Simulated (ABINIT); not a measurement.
# InP (F-43m): G0W0 in ABINIT against the bands in the self-energy, part 2 of 2

How does the gap of InP (F-43m) converge in the bands in the self-energy?

ABINIT 10.8.3; PBE and many-body steps on it, plane waves. Known limits of the many-body steps: not at the basis limit; exchange with frozen shells missing; mesh may overstate the screening; no spin-orbit coupling; coarse k mesh.

So far. Step 2 (Screening, 4×4×4 mesh, 332 bands, screening to 272.1 eV): Local fields lower ε∞ by 5 %. On a Γ-centred mesh this coarse the value itself is usually too large, while a short band sum pulls it down.

The database entry behind the starting cell differs from later determinations by our own check (0.1 to 0.3 % short, probably kX units), so it need not match the best structure at ambient conditions.

**6. 90 bands**

Level of this step: G0W0 on PBE, plane waves, norm-conserving pseudopotentials (ABINIT).

The self-energy is evaluated for the states that the input lists, and the levels follow from it, in one-shot runs by the linearised quasiparticle equation.

Contents of run.abi:

```
acell 3*1.0 Angstrom
rprim 
  -0.000000000000 2.930500000000 2.930500000000
  2.930500000000 -0.000000000000 2.930500000000
  2.930500000000 2.930500000000 -0.000000000000
ntypat 2
znucl 49 15
natom 2
typat 1 2
xred 
  0.000000000000 0.000000000000 0.000000000000
  0.250000000000 0.250000000000 0.250000000000
pp_dirpath "pseudos"
pseudos "In.upf, P.upf"
ecut 31
ngkpt 4 4 4
nshiftk 1
shiftk 0 0 0
kptopt 1
chksymbreak 0
istwfk *1
occopt 1
irdwfk 1
optdriver 4
nband 90
gwcalctyp 0
ecutsigx 31
symsigma 1
nkptgw 1
kptgw 
  0.0000000000 0.0000000000 0.0000000000
bdgw 
  7 13
ecuteps 10
irdscr 1
ppmodel 1
indata_prefix "in"
outdata_prefix "out"
tmpdata_prefix "tmp"
```

Started as:

```sh
$ OMP_NUM_THREADS=1 mpirun -n 4 abinit run.abi > log
```

Output:

```text
.Version 10.8.3 of ABINIT. v10.8.2 released Aug 2026.

 Symmetries : space group F-4 3 m (#216); Bravais cF (face-center cubic)
[... echo of the input left out ...]
== DATASET  1 ==================================================================
-   mpi_nproc: 4, omp_nthreads: 1 (-1 if OMP is not activated)

--- !DatasetInfo
iteration_state: {dtset: 1, }
dimensions: {natom: 2, nkpt: 8, mband: 90, nsppol: 1, nspinor: 1, nspden: 1, mpw: 2826, }
cutoff_energies: {ecut:  31.0, pawecutdg:  -1.0, }
[...]
11   8.562 -10.216  -6.368  -3.990   0.790  -0.266 -10.328  -0.112   8.449
       12   8.562 -10.216  -6.368  -3.990   0.790  -0.266 -10.328  -0.112   8.449
       13   8.562 -10.216  -6.368  -3.990   0.790  -0.266 -10.328  -0.112   8.449

== END DATASET(S) ==============================================================
================================================================================

 -outvars: echo values of variables after computation  --------
           etotal      0.0000000000E+00
            nband          90
             nkpt           8
          spgroup         216
 [... the other variables as echoed above ...]

 Calculation completed.
```

Wall time 20 s (4 MPI ranks of Arm Neoverse V1, shared host); peak memory 1.3 GiB; 78 s of CPU time.

Numbers from this step:

* G0W0 gap on the points computed: 1.004 eV
* starting gap on the mesh: 0.7094 eV
* k of the valence top: 0, 0, 0
* k of the conduction bottom: 0, 0, 0
* least direct G0W0 gap on the computed points: 1.004 eV

The gap on the mesh goes from 0.71 eV to 1.00 eV, a correction of +0.29 eV.

**7. 198 bands**

Changes to run.abi since step 6:

```diff
@@ -24,3 +24,3 @@
 optdriver 4
-nband 90
+nband 198
 gwcalctyp 0
```

Output:

```text
.Version 10.8.3 of ABINIT. v10.8.2 released Aug 2026.

 Symmetries : space group F-4 3 m (#216); Bravais cF (face-center cubic)
[... echo of the input left out ...]
== DATASET  1 ==================================================================
-   mpi_nproc: 4, omp_nthreads: 1 (-1 if OMP is not activated)

--- !DatasetInfo
iteration_state: {dtset: 1, }
dimensions: {natom: 2, nkpt: 8, mband: 198, nsppol: 1, nspinor: 1, nspden: 1, mpw: 2826, }
cutoff_energies: {ecut:  31.0, pawecutdg:  -1.0, }
[...]
11   8.562 -10.216  -6.368  -4.133   0.789  -0.267 -10.441  -0.225   8.337
       12   8.562 -10.216  -6.368  -4.133   0.789  -0.267 -10.441  -0.225   8.337
       13   8.562 -10.216  -6.368  -4.133   0.789  -0.267 -10.441  -0.225   8.337

== END DATASET(S) ==============================================================
================================================================================

 -outvars: echo values of variables after computation  --------
           etotal      0.0000000000E+00
            nband         198
             nkpt           8
          spgroup         216
 [... the other variables as echoed above ...]

 Calculation completed.
```

Run time: 39 s. Hardware: 4 MPI ranks; peak memory 1.7 GiB; 2.6 min of CPU time.

This step gave:

- G0W0 gap on the points computed: 1.035 eV
- starting gap on the mesh: 0.7094 eV
- k of the valence top: 0, 0, 0
- k of the conduction bottom: 0, 0, 0
- least direct G0W0 gap on the computed points: 1.035 eV

Against the run before, the gap moves by +0.031 eV.

**8. 332 bands**

Changes to run.abi since step 7:

```diff
@@ -24,3 +24,3 @@
 optdriver 4
-nband 198
+nband 332
 gwcalctyp 0
```

Output:

```text
.Version 10.8.3 of ABINIT. v10.8.2 released Aug 2026.

 Symmetries : space group F-4 3 m (#216); Bravais cF (face-center cubic)
[... echo of the input left out ...]
== DATASET  1 ==================================================================
-   mpi_nproc: 4, omp_nthreads: 1 (-1 if OMP is not activated)

--- !DatasetInfo
iteration_state: {dtset: 1, }
dimensions: {natom: 2, nkpt: 8, mband: 332, nsppol: 1, nspinor: 1, nspden: 1, mpw: 2826, }
cutoff_energies: {ecut:  31.0, pawecutdg:  -1.0, }
[...]
11   8.562 -10.216  -6.368  -4.171   0.789  -0.267 -10.471  -0.255   8.307
       12   8.562 -10.216  -6.368  -4.171   0.789  -0.267 -10.471  -0.255   8.307
       13   8.562 -10.216  -6.368  -4.171   0.789  -0.267 -10.471  -0.255   8.307

== END DATASET(S) ==============================================================
================================================================================

 -outvars: echo values of variables after computation  --------
           etotal      0.0000000000E+00
            nband         332
             nkpt           8
          spgroup         216
 [... the other variables as echoed above ...]

 Calculation completed.
```

The job ended after 63 s (4 MPI ranks; peak memory 2.3 GiB; 4.2 min of CPU time).

This step gave:

```
G0W0 gap on the points computed              : 1.043 eV
starting gap on the mesh                     : 0.7094 eV
k of the valence top                         : 0, 0, 0
k of the conduction bottom                   : 0, 0, 0
least direct G0W0 gap on the computed points : 1.043 eV
```

Against the run before, the gap moves by +0.008 eV.

**9. Side by side**

Times are wall times on 4 MPI ranks of Arm Neoverse V1, shared host, good to a factor of about two. A run's time includes the screening step that it read.

| run | mesh | bands | screening cutoff (eV) | DFT gap (eV) | gap on the mesh (eV) | direct (eV) | ε∞ used | time |
| --- | --- | --- | --- | --- | --- | --- | --- | --- |
| 17 bands | 4×4×4 | 17 | 272.1 | 0.709 | 0.995 | 0.995 | 42.80 | 2.8 min |
| 19 bands | 4×4×4 | 19 | 272.1 | 0.709 | 0.997 | 0.997 | 42.80 | 2.8 min |
| 37 bands | 4×4×4 | 37 | 272.1 | 0.709 | 1.000 | 1.000 | 42.80 | 2.9 min |
| 90 bands | 4×4×4 | 90 | 272.1 | 0.709 | 1.004 | 1.004 | 42.80 | 3 min |
| 198 bands | 4×4×4 | 198 | 272.1 | 0.709 | 1.035 | 1.035 | 42.80 | 3.3 min |
| 332 bands | 4×4×4 | 332 | 272.1 | 0.709 | 1.043 | 1.043 | 42.80 | 3.7 min |

**10. Results**

* 17 bands: 0.995 eV
* 19 bands: 0.997 eV
* 37 bands: 1.000 eV
* 90 bands: 1.004 eV
* 198 bands: 1.035 eV
* 332 bands: 1.043 eV
* known limits: not at the basis limit; exchange with frozen shells missing; mesh may overstate the screening; no spin-orbit coupling; coarse k mesh

In words: The setting moved: bands in the self-energy. From 17 bands to 332 bands the gap moves by +0.05 eV. It holds to 0.03 eV from 198 bands on. Bands and screening cutoff are coupled, so a series along one setting does not show full convergence. Bands and cutoff are finite, so the gap is not at the basis limit. The miss can reach some tenths of an eV and take either sign; the mesh is an error of its own. In the first G0W0 run levels were corrected at 1 k point alone, so a gap called «on the mesh» is the least over those, and an edge elsewhere would be missed. The 4×4×4 mesh is coarse for this cell, which bears on the long-range parts of exchange and screening. The norm-conserving file of at least one element keeps a d shell over frozen s and p shells of the same row. Exchange with those shells is missing from the self-energy, an error of 0.3 to 0.9 eV in cases checked, whose sign depends on which edge lies on those atoms. For the PBE start: The RPA ε∞ on this mesh reaches over 25; with a narrow direct gap a coarse mesh can overstate it, and the correction is then too small. The many-body steps are scalar-relativistic: spin-orbit coupling is not in them.

[Paths, hosts, dates, memory and timing lines, banners, echoed tables and standing remarks are left out of the program output.]

[Logs are printed without paths, hosts, clocks, repeated set-up lines and the standing remarks that a program may print on its own settings, such as how far it seeks lower states.]

[Runs of the session that timed out or met a known fault of the program may be left out.]

[No measured gap is set beside runs whose start may be inverted or whose files or cutoffs have a known fault.]

[Hosts, paths, dates, database ids (printed as entryN), source tags and the programs' standing remarks are cut or masked in the printed files.]

[G0W0 gaps are taken among the corrected bands and points alone; a level outside them can change the order at an edge.]

[Where Ansatz stands beside ABINIT at settings called matched, ABINIT's density can come from a denser mesh and the files from another edition; pairs whose starting gaps differed by over 0.03 eV were left out, so agreement reads better than it is.]
